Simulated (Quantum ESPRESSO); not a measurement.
## CaO (Lime): from Born charge to LO-TO splitting

How high does the longitudinal optical mode of CaO (Lime) lie, given the transverse one, the Born charge and ε∞?

Method: DFT PBE, scalar-relativistic, plane waves, PseudoDojo norm-conserving pseudopotentials, in Quantum ESPRESSO 7.5.

### 1. The relaxed structure

Symmetry: Fm-3m, No. 225, cubic system. Conventional cell: a = 4.827 Å, b = 4.827 Å, c = 4.827 Å, α = 90.00°, β = 90.00°, γ = 90.00°. Ca has 6 O at 2.41 Å nearest. Nearest to O lie 6 Ca at 2.41 Å. Farther neighbours and most contacts between anions are not listed.

Structure file:

```
CELL_PARAMETERS angstrom
-2.41331 0.00000 2.41331
0.00000 2.41331 2.41331
-2.41331 2.41331 0.00000
ATOMIC_POSITIONS crystal
Ca 0.00000 0.00000 0.00000
O 0.50000 0.50000 0.50000
```

This is the cell after its relaxation at this level of theory, not the database cell from which that began.

### 2. What the response run gave

A linear-response run on the relaxed cell, with the response to an electric field; only its zone-centre results are used. Cutoff 92 Ry, k mesh 8×8×8.

What it wrote:

```text
[banners, grids, parts of the stress and lines that vanish by symmetry left out]
Program PHONON v.7.5
     Reading xml data from directory:

[...]
Exchange-correlation= PBE
                           (   1   4   3   4   0   0   0)
[...]
kinetic-energy cut-off    =      92.0000  Ry
     charge density cut-off    =     368.0000  Ry
     convergence threshold     =      1.0E-18
[...]
Exchange-correlation= PBE
                           (   1   4   3   4   0   0   0)
[...]
q = (   0.0000000   0.0000000   0.0000000 )
     49 Sym.Ops. (with q -> -q+G )
     G cutoff =  387.7407  (  22419 G-vectors)     FFT grid: ( 40, 40, 40)
     number of k points=    29
[...]
Mode symmetry, O_h (m-3m)  point group:
[...]
Dielectric constant
[...]
End of electric fields calculation
          Dielectric constant in cartesian axis
          (       3.772570008      -0.000000000      -0.000000000 )
          (      -0.000000000       3.772570008      -0.000000000 )
          (      -0.000000000      -0.000000000       3.772570008 )
          Effective charges (d Force / dE) in cartesian axis without acoustic sum rule applied (asr)
           atom    1  Ca    Mean Z*:        2.35414
      Ex  (        2.35414        0.00000        0.00000 )
      Ey  (        0.00000        2.35414       -0.00000 )
      Ez  (        0.00000       -0.00000        2.35414 )
           atom    2  O     Mean Z*:       -2.35391
      Ex  (       -2.35391       -0.00000       -0.00000 )
      Ey  (       -0.00000       -2.35391       -0.00000 )
      Ez  (       -0.00000        0.00000       -2.35391 )
          Effective charges Sum: Mean:        0.00024
[...]
Effective charges (d Force / dE) in cartesian axis with asr applied:
           atom    1  Ca    Mean Z*:        2.35402
[...]
atom    2  O     Mean Z*:       -2.35402
[...]
Representation #   1 modes #   1   2   3
[...]
End of self-consistent calculation
     Convergence has been achieved
     Representation #   2 modes #   4   5   6
[...]
End of self-consistent calculation
     Convergence has been achieved
[...]
Dielectric constant in cartesian axis
          (       3.772570008      -0.000000000      -0.000000000 )
          (      -0.000000000       3.772570008      -0.000000000 )
          (      -0.000000000      -0.000000000       3.772570008 )
          Effective charges (d Force / dE) in cartesian axis without acoustic sum rule applied (asr)
           atom    1  Ca    Mean Z*:        2.35414
      Ex  (        2.35414        0.00000        0.00000 )
      Ey  (        0.00000        2.35414       -0.00000 )
      Ez  (        0.00000       -0.00000        2.35414 )
           atom    2  O     Mean Z*:       -2.35391
      Ex  (       -2.35391       -0.00000       -0.00000 )
      Ey  (       -0.00000       -2.35391       -0.00000 )
      Ez  (       -0.00000        0.00000       -2.35391 )
          Effective charges Sum: Mean:        0.00024
[...]
Effective charges (d Force / dE) in cartesian axis with asr applied:
           atom    1  Ca    Mean Z*:        2.35402
[...]
atom    2  O     Mean Z*:       -2.35402
[...]
q = (    0.000000000   0.000000000   0.000000000 )
[...]
freq (    1) =       0.200570 [THz] =       6.690293 [cm-1]
     freq (    2) =       0.200570 [THz] =       6.690293 [cm-1]
     freq (    3) =       0.200570 [THz] =       6.690293 [cm-1]
     freq (    4) =       7.663047 [THz] =     255.611743 [cm-1]
     freq (    5) =       7.663047 [THz] =     255.611743 [cm-1]
     freq (    6) =       7.663047 [THz] =     255.611743 [cm-1]
[...]
Mode symmetry, O_h (m-3m)  point group:
     freq (   1-   3) =          6.7  [cm-1]   --> T_1u G_15  G_4- I
     freq (   4-   6) =        255.6  [cm-1]   --> T_1u G_15  G_4- I

   JOB DONE.
```

```csv
quantity,value
cell volume Ω (Å³),28.110
mass of Ca (u),40.078
mass of O (u),15.999
"Born charge of Ca, raw (e)",2.354
"Born charge of O, raw (e)",-2.354
ε∞,3.773
ω(TO) after the sum rule (cm⁻¹),255.4
```

### 3. The calculation

The charges must sum to zero over the cell; taking off their mean, 0.000 e, leaves Z* = 2.354 e on Ca. In the polar mode Ca moves against O, so the reduced mass is μ = 40.08 × 16.00 / 56.08 = 11.434 u.

A longitudinal wave builds up a field that adds to the restoring force: ω(LO)² = ω(TO)² + 4π Z*² / (μ Ω ε∞), in Hartree atomic units. With μ = 20844 electron masses and Ω = 189.70 bohr³ the second term is 4.6681e-06 Ha², or 224860 cm⁻² (1 Ha = 219474.6 cm⁻¹).

So ω(LO) = √(65214 + 224860) = 538.6 cm⁻¹, and by the Lyddane-Sachs-Teller relation ε₀ = ε∞ (ω(LO)/ω(TO))² = 16.78.

### 4. Check against the program

The analysis program adds the same non-analytic term to the full matrix, here for q along (1 0 0).

What it wrote:

```text
[banner, memory and clock lines left out]
Program DYNMAT v.7.5

     Reading Dynamical Matrix from file g.dyn
     ...Force constants read
     ...epsilon and Z* read

     Polarizability (A^3 units)
     multiply by 0.519699 for Clausius-Mossotti correction
         6.202132   -0.000000   -0.000000
        -0.000000    6.202132   -0.000000
        -0.000000   -0.000000    6.202132

     IR activities are in (D/A)^2/amu units

# mode   [cm-1]    [THz]      IR
    1     -0.00   -0.0000    0.0000
    2      0.00    0.0000    0.0000
    3      0.00    0.0000    0.0000
    4    255.37    7.6557   11.1809
    5    255.37    7.6557   11.1809
    6    538.59   16.1465   11.1809
```

ε₀ comes from the program's run without a direction of q.

```csv
quantity,by hand,program
ω(LO) (cm⁻¹),538.6,538.6
ε₀,16.78,16.78
```

### 5. Results

```yaml
to_mode: 255.4 cm⁻¹
lo_mode: 538.6 cm⁻¹
static_dielectric_constant: 16.78
```

In words: The LO mode of CaO (Lime) lies at 539 cm⁻¹, 283 cm⁻¹ above the TO mode; the formula meets the program within 0.1 cm⁻¹, as it must for a cubic crystal with one polar mode. ω(LO)² − ω(TO)² goes with Z*²/ε∞: an error of 5 % in ε∞ would move the LO mode by 10.0 cm⁻¹, and semilocal functionals tend to overestimate ε∞. These are harmonic values at zero temperature, at the volume of this functional, for the structure held cubic; stability elsewhere in the zone is no part of this calculation.

[Host names and launcher messages were left out of these logs when they were recorded.]

[Logs are printed without paths, hosts, clocks, repeated set-up lines and the standing remarks that a program may print on its own settings, such as how far it seeks lower states.]

[Hosts, paths, dates, database ids (printed as entryN), source tags and the programs' standing remarks are cut or masked in the printed files.]
